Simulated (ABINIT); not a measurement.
Computed results, one entry a study.

```xyz
4
Lattice="3.190 0.000 0.000 -1.595 2.763 0.000 0.000 0.000 5.189" Properties=species:S:1:pos:R:3 pbc="T T T" subject="A GW chain in ABINIT: GaN (P6_3mc)" method="RPA screening on PBE, plane waves, norm-conserving pseudopotentials (and 2 further levels or steps)" program="ABINIT 10.8.3" settings="cutoff 45 Ha, PseudoDojo scalar-relativistic 0.4 stringent, norm-conserving, potential set dojo-sr-pbe-0.4-stringent, ngkpt (6, 6, 4), nband 129, ecuteps 6 Ha, inclvkb 2, shiftk (0, 0, 0), symchi 1, awtr 1, frequency ppm, 6×6×4 k-mesh" cost="5 runs, 18 min in all on 4 MPI ranks of Arm Neoverse V1, shared host" notes="The database entry behind the starting cell has ideal inner coordinates that were not refined. The program’s warnings: nkpt*nsppol () is not a multiple of nproc spkpt (). The cell and positions come from the Crystallography Open Database and are kept as given unless a step says otherwise. Limits: no spin-orbit coupling." pbe_gap="1.92 eV, direct" g0w0_gap_on_the_mesh="2.76 eV" gw_settings="6×6×4 mesh, 129 bands, screening to 163.3 eV, Godby-Needs plasmon pole" known_limits="short of the basis limit; no spin-orbit coupling"
Ga    1.595    0.921    0.000
Ga    0.000    1.842    2.595
N     1.595    0.921    1.946
N     0.000    1.842    4.540
```

[Long decimals in the printed logs are rounded to 6 places.]

[Logs are printed without paths, hosts, clocks, repeated set-up lines and the standing remarks that a program may print on its own settings, such as how far it seeks lower states.]

[Paths, hosts, dates, memory and timing lines, banners, echoed tables and standing remarks are left out of the program output; an Ansatz launch command may be rebuilt from the run's recorded settings. Measured values are a selection of at most five: reports struck by readers or far from the other reports are left out. None is set beside runs whose start may be inverted or whose files or cutoffs have a known fault.]

[Runs of the session that timed out or met a known fault of the program may be left out.]

[Hosts, paths, dates, database ids (printed as entryN), source tags and the programs' standing remarks are cut or masked in the printed files.]

[G0W0 gaps are taken among the corrected bands and points alone; a level outside them can change the order at an edge.]

[Where Ansatz stands beside ABINIT at settings called matched, ABINIT's density can come from a denser mesh and the files from another edition; pairs whose starting gaps differed by over 0.03 eV were left out, so agreement reads better than it is.]
